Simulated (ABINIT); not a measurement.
# RbTaS3 (Pm-3m): from the cell to the phonon bands, part 4 of 7

How does RbTaS3 (Pm-3m) vibrate, and is this structure a minimum?

ABINIT 10.8.3; DFT PBEsol, scalar-relativistic, plane waves, PseudoDojo norm-conserving pseudopotentials.

So far. Step 6 (Linear response at Γ): The acoustic modes at Γ come out as far as 4.3 cm⁻¹ from zero, where they should vanish, a small numerical error. Step 7 (Zone-centre analysis): The rule moves no optical mode by more than 0.3 cm⁻¹. The relaxed cell has a = 4.824 Å (conventional setting).

The structure was built from a prototype and need not be the compound's stable phase.

**8. Sum rules set otherwise (asr 0)**

Without the rule the raw error of the acoustic modes shows.

anaddb.abi

```
ddb_filepath "gamma_DDB"
output_file "anaddb.abo"
outdata_prefix "anaddb"
asr 0
chneut 0
enunit 2
eivec 1
nph1l 1
qph1l 0.0 0.0 0.0 1.0
```

mrgddb.in

```
gamma_DDB
merged
2
dfpt_gammao_DDB
gso_DDB
```

Command:

```
> mrgddb < mrgddb.in > mrgddb.log
> OMP_NUM_THREADS=1 anaddb anaddb.abi > anaddb.log
```

Numbers of over 12 decimals in the logs are rounded to 6 here.

anaddb.abo, the main output file:

```text
-outvars_anaddb: echo values of input variables ----------------------

 Miscellaneous information :
      enunit         2
       eivec         1
      chneut         0
 First list of wavevector (reduced coord.) :
       nph1l         1
       qph1l
                     0.00000000E+00  0.00000000E+00  0.00000000E+00    1.000E+00

================================================================================

 read the DDB information and perform some checks

  ==== Info on the Cryst% object ====
 Real(R)+Recip(G) space primitive vectors, cartesian coordinates (Bohr,Bohr^-1):
 R(1)=  9.1166912  0.0000000  0.0000000  G(1)=  0.1096889  0.0000000  0.0000000
 R(2)=  0.0000000  9.1166912  0.0000000  G(2)=  0.0000000  0.1096889  0.0000000
 R(3)=  0.0000000  0.0000000  9.1166912  G(3)=  0.0000000  0.0000000  0.1096889
 Unit cell volume ucvol=  7.5772520E+02 bohr^3
 Angles (23,13,12)=  9.00000000E+01  9.00000000E+01  9.00000000E+01 degrees
 Time-reversal symmetry is present
 Reduced atomic positions [iatom, xred, symbol]:
    1)    0.0000000  0.0000000  0.0000000  Rb
    2)    0.5000000  0.5000000  0.5000000  Ta
    3)    0.5000000  0.5000000  0.0000000   S
    4)    0.5000000  0.0000000  0.5000000   S
    5)    0.0000000  0.5000000  0.5000000   S

 DDB file with 3 blocks has been read.

================================================================================

 Treat the first list of vectors

  Phonon wavevector (reduced coordinates) :  0.00000  0.00000  0.00000
 Phonon energies in Hartree :
  -1.943103E-05 -1.943103E-05 -1.943103E-05  3.306164E-04  3.306164E-04
   3.306164E-04  5.815839E-04  5.815839E-04  5.815839E-04  6.927679E-04
   6.927679E-04  6.927679E-04  1.511460E-03  1.511460E-03  1.511460E-03
 Phonon energies in meV     :
- -5.287453E-01 -5.287453E-01 -5.287453E-01  8.996530E+00  8.996530E+00
-  8.996530E+00  1.582570E+01  1.582570E+01  1.582570E+01  1.885117E+01
-  1.885117E+01  1.885117E+01  4.112892E+01  4.112892E+01  4.112892E+01
 Phonon frequencies in cm-1    :
- -4.264618E+00 -4.264618E+00 -4.264618E+00  7.256191E+01  7.256191E+01
-  7.256191E+01  1.276429E+02  1.276429E+02  1.276429E+02  1.520450E+02
-  1.520450E+02  1.520450E+02  3.317271E+02  3.317271E+02  3.317271E+02
 Phonon frequencies in Thz     :
- -1.278500E-01 -1.278500E-01 -1.278500E-01  2.175351E+00  2.175351E+00
-  2.175351E+00  3.826638E+00  3.826638E+00  3.826638E+00  4.558194E+00
-  4.558194E+00  4.558194E+00  9.944928E+00  9.944928E+00  9.944928E+00
 Phonon energies in Kelvin  :
- -6.135834E+00 -6.135834E+00 -6.135834E+00  1.044004E+02  1.044004E+02
-  1.044004E+02  1.836497E+02  1.836497E+02  1.836497E+02  2.187588E+02
-  2.187588E+02  2.187588E+02  4.772813E+02  4.772813E+02  4.772813E+02

 Eigendisplacements
 (will be given, for each mode : in cartesian coordinates
   for each atom the real part of the displacement vector,
   then the imaginary part of the displacement vector - absolute values smaller than 1.0d-7 are set to zero)
  Mode number    1   Energy   -1.943103E-05
 Attention : low frequency mode.
   (Could be unstable or acoustic mode)
-  1  0.00000000E+00  0.00000000E+00 -1.22999642E-03
-     0.00000000E+00  0.00000000E+00  0.00000000E+00
-  2  0.00000000E+00  0.00000000E+00 -1.22867067E-03
-     0.00000000E+00  0.00000000E+00  0.00000000E+00
-  3  0.00000000E+00  0.00000000E+00 -1.23118675E-03
-     0.00000000E+00  0.00000000E+00  0.00000000E+00
-  4  0.00000000E+00  0.00000000E+00 -1.23303968E-03
-     0.00000000E+00  0.00000000E+00  0.00000000E+00
-  5  0.00000000E+00  0.00000000E+00 -1.23303968E-03
-     0.00000000E+00  0.00000000E+00  0.00000000E+00
  Mode number    2   Energy   -1.943103E-05
 Attention : low frequency mode.
   (Could be unstable or acoustic mode)
-  1  0.00000000E+00 -1.22999642E-03  0.00000000E+00
-     0.00000000E+00  0.00000000E+00  0.00000000E+00
-  2  0.00000000E+00 -1.22867067E-03  0.00000000E+00
-     0.00000000E+00  0.00000000E+00  0.00000000E+00
-  3  0.00000000E+00 -1.23303968E-03  0.00000000E+00
-     0.00000000E+00  0.00000000E+00  0.00000000E+00
-  4  0.00000000E+00 -1.23118675E-03  0.00000000E+00
-     0.00000000E+00  0.00000000E+00  0.00000000E+00
-  5  0.00000000E+00 -1.23303968E-03  0.00000000E+00
-     0.00000000E+00  0.00000000E+00  0.00000000E+00
  Mode number    3   Energy   -1.943103E-05
 Attention : low frequency mode.
   (Could be unstable or acoustic mode)
-  1  1.22999642E-03  0.00000000E+00  0.00000000E+00
-     0.00000000E+00  0.00000000E+00  0.00000000E+00
-  2  1.22867067E-03  0.00000000E+00  0.00000000E+00
-     0.00000000E+00  0.00000000E+00  0.00000000E+00
-  3  1.23303968E-03  0.00000000E+00  0.00000000E+00
-     0.00000000E+00  0.00000000E+00  0.00000000E+00
-  4  1.23303968E-03  0.00000000E+00  0.00000000E+00
-     0.00000000E+00  0.00000000E+00  0.00000000E+00
-  5  1.23118675E-03  0.00000000E+00  0.00000000E+00
-     0.00000000E+00  0.00000000E+00  0.00000000E+00
  Mode number    4   Energy    3.306164E-04
-  1  0.00000000E+00  0.00000000E+00 -1.91001409E-03
-     0.00000000E+00  0.00000000E+00  0.00000000E+00
-  2  0.00000000E+00  0.00000000E+00  1.09334777E-03
-     0.00000000E+00  0.00000000E+00  0.00000000E+00
-  3  0.00000000E+00  0.00000000E+00  5.76192427E-05
-     0.00000000E+00  0.00000000E+00  0.00000000E+00
-  4  0.00000000E+00  0.00000000E+00 -5.63541226E-04
-     0.00000000E+00  0.00000000E+00  0.00000000E+00
-  5  0.00000000E+00  0.00000000E+00 -5.63541226E-04
-     0.00000000E+00  0.00000000E+00  0.00000000E+00
  Mode number    5   Energy    3.306164E-04
-  1  0.00000000E+00  1.91001409E-03  0.00000000E+00
-     0.00000000E+00  0.00000000E+00  0.00000000E+00
-  2  0.00000000E+00 -1.09334777E-03  0.00000000E+00
-     0.00000000E+00  0.00000000E+00  0.00000000E+00
-  3  0.00000000E+00  5.63541226E-04  0.00000000E+00
-     0.00000000E+00  0.00000000E+00  0.00000000E+00
-  4  0.00000000E+00 -5.76192427E-05  0.00000000E+00
-     0.00000000E+00  0.00000000E+00  0.00000000E+00
-  5  0.00000000E+00  5.63541226E-04  0.00000000E+00
-     0.00000000E+00  0.00000000E+00  0.00000000E+00
  Mode number    6   Energy    3.306164E-04
-  1  1.91001409E-03  0.00000000E+00  0.00000000E+00
-     0.00000000E+00  0.00000000E+00  0.00000000E+00
-  2 -1.09334777E-03  0.00000000E+00  0.00000000E+00
-     0.00000000E+00  0.00000000E+00  0.00000000E+00
-  3  5.63541226E-04  0.00000000E+00  0.00000000E+00
-     0.00000000E+00  0.00000000E+00  0.00000000E+00
-  4  5.63541226E-04  0.00000000E+00  0.00000000E+00
-     0.00000000E+00  0.00000000E+00  0.00000000E+00
-  5 -5.76192427E-05  0.00000000E+00  0.00000000E+00
-     0.00000000E+00  0.00000000E+00  0.00000000E+00
  Mode number    7   Energy    5.815839E-04
-  1  0.00000000E+00  0.00000000E+00 -1.12090644E-03
-     0.00000000E+00  0.00000000E+00  0.00000000E+00
-  2  0.00000000E+00  0.00000000E+00 -5.21653588E-04
-     0.00000000E+00  0.00000000E+00  0.00000000E+00
-  3  0.00000000E+00  0.00000000E+00  1.36149890E-03
-     0.00000000E+00  0.00000000E+00  0.00000000E+00
-  4  0.00000000E+00  0.00000000E+00  2.27702872E-03
-     0.00000000E+00  0.00000000E+00  0.00000000E+00
-  5  0.00000000E+00  0.00000000E+00  2.27702872E-03
-     0.00000000E+00  0.00000000E+00  0.00000000E+00
  Mode number    8   Energy    5.815839E-04
-  1  0.00000000E+00  1.12090644E-03  0.00000000E+00
-     0.00000000E+00  0.00000000E+00  0.00000000E+00
-  2  0.00000000E+00  5.21653588E-04  0.00000000E+00
-     0.00000000E+00  0.00000000E+00  0.00000000E+00
-  3  0.00000000E+00 -2.27702872E-03  0.00000000E+00
-     0.00000000E+00  0.00000000E+00  0.00000000E+00
-  4  0.00000000E+00 -1.36149889E-03  0.00000000E+00
-     0.00000000E+00  0.00000000E+00  0.00000000E+00
-  5  0.00000000E+00 -2.27702872E-03  0.00000000E+00
-     0.00000000E+00  0.00000000E+00  0.00000000E+00
  Mode number    9   Energy    5.815839E-04
-  1  1.12090644E-03  0.00000000E+00  0.00000000E+00
-     0.00000000E+00  0.00000000E+00  0.00000000E+00
-  2  5.21653588E-04  0.00000000E+00  0.00000000E+00
-     0.00000000E+00  0.00000000E+00  0.00000000E+00
-  3 -2.27702872E-03  0.00000000E+00  0.00000000E+00
-     0.00000000E+00  0.00000000E+00  0.00000000E+00
-  4 -2.27702872E-03  0.00000000E+00  0.00000000E+00
-     0.00000000E+00  0.00000000E+00  0.00000000E+00
-  5 -1.36149890E-03  0.00000000E+00  0.00000000E+00
-     0.00000000E+00  0.00000000E+00  0.00000000E+00
  Mode number   10   Energy    6.927679E-04
-  1  0.00000000E+00  0.00000000E+00  0.00000000E+00
-     0.00000000E+00  0.00000000E+00  0.00000000E+00
-  2  0.00000000E+00  0.00000000E+00  0.00000000E+00
-     0.00000000E+00  0.00000000E+00  0.00000000E+00
-  3  0.00000000E+00  0.00000000E+00  0.00000000E+00
-     0.00000000E+00  0.00000000E+00  0.00000000E+00
-  4  0.00000000E+00  0.00000000E+00  2.92470830E-03
-     0.00000000E+00  0.00000000E+00  0.00000000E+00
-  5  0.00000000E+00  0.00000000E+00 -2.92470830E-03
-     0.00000000E+00  0.00000000E+00  0.00000000E+00
  Mode number   11   Energy    6.927679E-04
-  1  0.00000000E+00  0.00000000E+00  0.00000000E+00
-     0.00000000E+00  0.00000000E+00  0.00000000E+00
-  2  0.00000000E+00  0.00000000E+00  0.00000000E+00
-     0.00000000E+00  0.00000000E+00  0.00000000E+00
-  3  0.00000000E+00 -2.92470830E-03  0.00000000E+00
-     0.00000000E+00  0.00000000E+00  0.00000000E+00
-  4  0.00000000E+00  0.00000000E+00  0.00000000E+00
-     0.00000000E+00  0.00000000E+00  0.00000000E+00
-  5  0.00000000E+00  2.92470830E-03  0.00000000E+00
-     0.00000000E+00  0.00000000E+00  0.00000000E+00
  Mode number   12   Energy    6.927679E-04
-  1  0.00000000E+00  0.00000000E+00  0.00000000E+00
-     0.00000000E+00  0.00000000E+00  0.00000000E+00
-  2  0.00000000E+00  0.00000000E+00  0.00000000E+00
-     0.00000000E+00  0.00000000E+00  0.00000000E+00
-  3  2.92470830E-03  0.00000000E+00  0.00000000E+00
-     0.00000000E+00  0.00000000E+00  0.00000000E+00
-  4 -2.92470830E-03  0.00000000E+00  0.00000000E+00
-     0.00000000E+00  0.00000000E+00  0.00000000E+00
-  5  0.00000000E+00  0.00000000E+00  0.00000000E+00
-     0.00000000E+00  0.00000000E+00  0.00000000E+00
  Mode number   13   Energy    1.511460E-03
-  1  0.00000000E+00  0.00000000E+00  3.28679378E-05
-     0.00000000E+00  0.00000000E+00  0.00000000E+00
-  2  0.00000000E+00  0.00000000E+00 -2.33532600E-04
-     0.00000000E+00  0.00000000E+00  0.00000000E+00
-  3  0.00000000E+00  0.00000000E+00  3.70607841E-03
-     0.00000000E+00  0.00000000E+00  0.00000000E+00
-  4  0.00000000E+00  0.00000000E+00 -1.23737354E-03
-     0.00000000E+00  0.00000000E+00  0.00000000E+00
-  5  0.00000000E+00  0.00000000E+00 -1.23737354E-03
-     0.00000000E+00  0.00000000E+00  0.00000000E+00
  Mode number   14   Energy    1.511460E-03
-  1  0.00000000E+00 -3.28679378E-05  0.00000000E+00
-     0.00000000E+00  0.00000000E+00  0.00000000E+00
-  2  0.00000000E+00  2.33532600E-04  0.00000000E+00
-     0.00000000E+00  0.00000000E+00  0.00000000E+00
-  3  0.00000000E+00  1.23737354E-03  0.00000000E+00
-     0.00000000E+00  0.00000000E+00  0.00000000E+00
-  4  0.00000000E+00 -3.70607841E-03  0.00000000E+00
-     0.00000000E+00  0.00000000E+00  0.00000000E+00
-  5  0.00000000E+00  1.23737354E-03  0.00000000E+00
-     0.00000000E+00  0.00000000E+00  0.00000000E+00
  Mode number   15   Energy    1.511460E-03
-  1  3.28679378E-05  0.00000000E+00  0.00000000E+00
-     0.00000000E+00  0.00000000E+00  0.00000000E+00
-  2 -2.33532600E-04  0.00000000E+00  0.00000000E+00
-     0.00000000E+00  0.00000000E+00  0.00000000E+00
-  3 -1.23737354E-03  0.00000000E+00  0.00000000E+00
-     0.00000000E+00  0.00000000E+00  0.00000000E+00
-  4 -1.23737354E-03  0.00000000E+00  0.00000000E+00
-     0.00000000E+00  0.00000000E+00  0.00000000E+00
-  5  3.70607841E-03  0.00000000E+00  0.00000000E+00
-     0.00000000E+00  0.00000000E+00  0.00000000E+00

 Analysis of degeneracies and characters (maximum tolerance=1.00E-06 a.u.)
 For each vibration mode, or group of modes if degenerate,
 the characters are given for each symmetry operation (see the list in the log file).
 Symmetry characters of vibration mode #   1
       degenerate with vibration modes #   2 to    3
  3.0 -3.0 -1.0  1.0 -1.0  1.0 -1.0  1.0  1.0 -1.0 -1.0  1.0  1.0 -1.0 -1.0  1.0
  0.0 -0.0  0.0 -0.0 -0.0  0.0 -0.0  0.0  1.0 -1.0 -1.0  1.0 -1.0  1.0  1.0 -1.0
  0.0 -0.0 -0.0  0.0 -0.0  0.0  0.0 -0.0  1.0 -1.0  1.0 -1.0 -1.0  1.0 -1.0  1.0
 Symmetry characters of vibration mode #   4
       degenerate with vibration modes #   5 to    6
  3.0 -3.0 -1.0  1.0 -1.0  1.0 -1.0  1.0  1.0 -1.0 -1.0  1.0  1.0 -1.0 -1.0  1.0
  0.0 -0.0  0.0 -0.0 -0.0  0.0 -0.0  0.0  1.0 -1.0 -1.0  1.0 -1.0  1.0  1.0 -1.0
  0.0 -0.0 -0.0  0.0 -0.0  0.0  0.0 -0.0  1.0 -1.0  1.0 -1.0 -1.0  1.0 -1.0  1.0
 Symmetry characters of vibration mode #   7
       degenerate with vibration modes #   8 to    9
  3.0 -3.0 -1.0  1.0 -1.0  1.0 -1.0  1.0  1.0 -1.0 -1.0  1.0  1.0 -1.0 -1.0  1.0
 -0.0  0.0 -0.0  0.0  0.0 -0.0  0.0 -0.0  1.0 -1.0 -1.0  1.0 -1.0  1.0  1.0 -1.0
 -0.0  0.0  0.0 -0.0  0.0 -0.0 -0.0  0.0  1.0 -1.0  1.0 -1.0 -1.0  1.0 -1.0  1.0
 Symmetry characters of vibration mode #  10
       degenerate with vibration modes #  11 to   12
  3.0 -3.0 -1.0  1.0 -1.0  1.0 -1.0  1.0 -1.0  1.0  1.0 -1.0 -1.0  1.0  1.0 -1.0
 -0.0  0.0 -0.0  0.0  0.0 -0.0  0.0 -0.0 -1.0  1.0  1.0 -1.0  1.0 -1.0 -1.0  1.0
 -0.0  0.0  0.0 -0.0  0.0 -0.0 -0.0  0.0 -1.0  1.0 -1.0  1.0  1.0 -1.0  1.0 -1.0
 Symmetry characters of vibration mode #  13
       degenerate with vibration modes #  14 to   15
  3.0 -3.0 -1.0  1.0 -1.0  1.0 -1.0  1.0  1.0 -1.0 -1.0  1.0  1.0 -1.0 -1.0  1.0
  0.0 -0.0  0.0 -0.0 -0.0  0.0 -0.0  0.0  1.0 -1.0 -1.0  1.0 -1.0  1.0  1.0 -1.0
  0.0 -0.0 -0.0  0.0 -0.0  0.0  0.0 -0.0  1.0 -1.0  1.0 -1.0 -1.0  1.0 -1.0  1.0
-
```

The job ended after 0.56 s (1 thread of Arm Neoverse V2, shared host).

This step gave:

| Quantity | Value |
| --- | --- |
| highest optical zone-centre mode (no LO-TO term) | 331.7 cm⁻¹ |
| lowest optical zone-centre mode | 72.56 cm⁻¹ |

Zone-centre frequencies as printed; negative means imaginary. Modes:

| mode | frequency (cm⁻¹) |
| --- | --- |
| 1 | -4.26 |
| 2 | -4.26 |
| 3 | -4.26 |
| 4 | 72.56 |
| 5 | 72.56 |
| 6 | 72.56 |
| 7 | 127.6 |
| 8 | 127.6 |
| 9 | 127.6 |
| 10 | 152 |
| 11 | 152 |
| 12 | 152 |
| 13 | 331.7 |
| 14 | 331.7 |
| 15 | 331.7 |

**9. Self-consistent run for the response**

Scaled from the time of the run at Γ, the full q mesh would overrun the time at hand on this k mesh, so the ground state is made again on a coarser one.

gs.abi

```
# ground state
tolvrs 1.0d-16
prtden 1
prtwf 1

# basis, mesh and filling
ecut 25.0
ngkpt 4 4 4
nshiftk 1
shiftk 0.0 0.0 0.0
istwfk *1
occopt 7
tsmear 0.01
nband 29
nstep 100
diemac 1000000.0
prtebands 0
prtgsr 0
useylm 1

# cell and atoms
acell 9.116691184 9.116691184 9.116691184
rprim 
    1.0 0.0 0.0
    0.0 1.0 0.0
    0.0 0.0 1.0
ntypat 3
znucl 37 73 16
natom 5
typat 1 2 3 3 3
xred 
    0.0 0.0 0.0
    0.5 0.5 0.5
    0.5 0.5 0.0
    0.5 0.0 0.5
    0.0 0.5 0.5
pp_dirpath "./pseudo"
pseudos "Rb.upf, Ta.upf, S.upf"
```

Command:

```
> OMP_NUM_THREADS=1 mpirun -n 4 abinit gs.abi > gs.log
```

gs.abo, the main output file:

```text
[banners, grids, parts of the stress and lines that vanish by symmetry left out]
- input  file    -> gs.abi
- output file    -> gs.abo
- root for input  files -> gsi
[...]
Symmetries : space group Pm -3 m (#221); Bravais cP (primitive cubic)
[...]
mpw =        4632          nfft =       91125          nkpt =          10
[...]
== DATASET  1 ==================================================================
[...]
cutoff_energies: {ecut:  25.0, pawecutdg:  -1.0, }
[...]
ETOT  1  -125.17802153132    -1.252E+02 5.775E-02 4.992E+02
 ETOT  2  -124.97748211167     2.005E-01 1.199E-02 1.543E+03
 ETOT  3  -125.36880302592    -3.913E-01 8.253E-03 1.247E+00
 ETOT  4  -125.36905172722    -2.487E-04 2.897E-03 1.660E-01
 ETOT  5  -125.36908325157    -3.152E-05 7.000E-04 1.265E-02
[...]
ETOT 13  -125.36908437020     5.542E-13 6.072E-05 6.081E-16
 ETOT 14  -125.36908437021    -2.615E-12 4.408E-05 3.844E-17
 At SCF step   14       vres2   =  3.84E-17 < tolvrs=  1.00E-16 =>converged.
[...]
sigma(1 1)=  1.46669165E-05  sigma(3 2)=  0.00000000E+00
  sigma(2 2)=  1.46669165E-05  sigma(3 1)=  0.00000000E+00
  sigma(3 3)=  1.46669165E-05  sigma(2 1)=  0.00000000E+00
[...]
convergence: {deltae: -2.615E-12, res2:  3.844E-17, residm:  4.408E-05, diffor: null, }
etotal    :  -1.25369084E+02
[...]
sigma(1 1)=  1.46669165E-05  sigma(3 2)=  0.00000000E+00
  sigma(2 2)=  1.46669165E-05  sigma(3 1)=  0.00000000E+00
  sigma(3 3)=  1.46669165E-05  sigma(2 1)=  0.00000000E+00
[...]
- sigma(1 1)=  4.31515583E-01  sigma(3 2)=  0.00000000E+00
- sigma(2 2)=  4.31515583E-01  sigma(3 1)=  0.00000000E+00
- sigma(3 3)=  4.31515583E-01  sigma(2 1)=  0.00000000E+00
[...]
fcart     -0.0000000000E+00 -0.0000000000E+00 -0.0000000000E+00
           strten      1.4666916544E-05  1.4666916544E-05  1.4666916544E-05
================================================================================

[key lines of the parts left out:]
pressure_GPa:  -4.3152E-01
```

Elapsed: 27 s, on 4 MPI ranks.

This step gave:

| Property | Result |
| --- | --- |
| pressure | -0.4315 GPa |

[end of part 4 of 7]

[Host names and launcher messages were left out of these logs when they were recorded.]

[Logs are printed without paths, hosts, clocks, repeated set-up lines and the standing remarks that a program may print on its own settings, such as how far it seeks lower states.]

[Hosts, paths, dates, database ids (printed as entryN), source tags and the programs' standing remarks are cut or masked in the printed files.]
